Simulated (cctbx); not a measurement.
**Resonant diffraction in Tl4GeO4**

Space group P2_1/c (no. 14), a = 7.4170 Å, b = 7.2570 Å, c = 13.6520 Å, α = 90.00°, β = 104.45°, γ = 90.00°.

```csv
atom,mult.,x,y,z,Ueq (Å²)
Tl1,4,0.1009,0.7996,0.6380,0.0070
Tl2,4,0.8888,0.1698,0.6082,0.0058
Tl3,4,0.7034,0.5974,0.6338,0.0059
Tl4,4,0.5276,0.9757,0.6234,0.0050
Ge1,4,0.2924,0.3746,0.6213,0.0114
O1,4,0.4501,0.8060,0.7804,0.0159
O2,4,0.1979,0.3547,0.0314,0.0108
O3,4,0.0987,0.4508,0.7048,0.0148
O4,4,0.6658,0.3810,0.4656,0.0130
```

This is a model crystal, built by substitution and not relaxed, with assumed displacement parameters.

Calculated with cctbx: free-atom f′ and f″ from the Sasaki tables, no fine structure; amplitudes in electrons.

| E (eV) | F 0 1 1 | F 1 1 0 | F 1 1 2 | F 0 1 3 |
| --- | --- | --- | --- | --- |
| 10503 | 141.1 | 80.1 | 27.2 | 65.2 |
| 10853 | 141.6 | 81.5 | 27.5 | 65.9 |
| 10983 | 142.6 | 83.1 | 27.9 | 66.8 |
| 11043 | 143.8 | 84.8 | 28.2 | 67.9 |
| 11073 | 145.1 | 86.6 | 28.7 | 69.1 |
| 11088 | 146.4 | 88.5 | 29.1 | 70.4 |
| 11095 | 147.7 | 90.1 | 29.5 | 71.5 |
| 11099 | 149.0 | 91.9 | 29.9 | 72.6 |
| 11107 | 149.4 | 92.6 | 30.1 | 73.0 |
| 11111 | 147.6 | 90.2 | 29.5 | 71.3 |
| 11118 | 146.1 | 88.1 | 29.0 | 70.0 |
| 11133 | 144.4 | 86.0 | 28.5 | 68.5 |
| 11163 | 142.7 | 83.7 | 28.0 | 67.0 |
| 11253 | 140.3 | 80.8 | 27.4 | 65.0 |
| 11503 | 136.7 | 76.7 | 26.4 | 62.1 |

**Question.** Which edge is crossed, and why do the reflections move as they do?

The K edge of Ge. The edge is at 11103 eV. f′ of Ge falls from -4.1 e at 10983 eV to -7.5 e at 4 eV below it, and f″ steps from 0.49 to 3.88 e across it. Over that approach |F| changes by +4 % (0 1 1), +11 % (1 1 0), +7 % (1 1 2) and +9 % (0 1 3): a reflection falls where Ge scatters in phase with the total and rises where it scatters against it; it hardly moves where the Ge term is small or cancels by symmetry. Above the edge the larger f″ enters the imaginary part, where it can add to or cancel the other atoms' f″. The structure is centrosymmetric, so Friedel mates stay equal.

[Logs are printed without paths, hosts, clocks, repeated set-up lines and the standing remarks that a program may print on its own settings, such as how far it seeks lower states.]
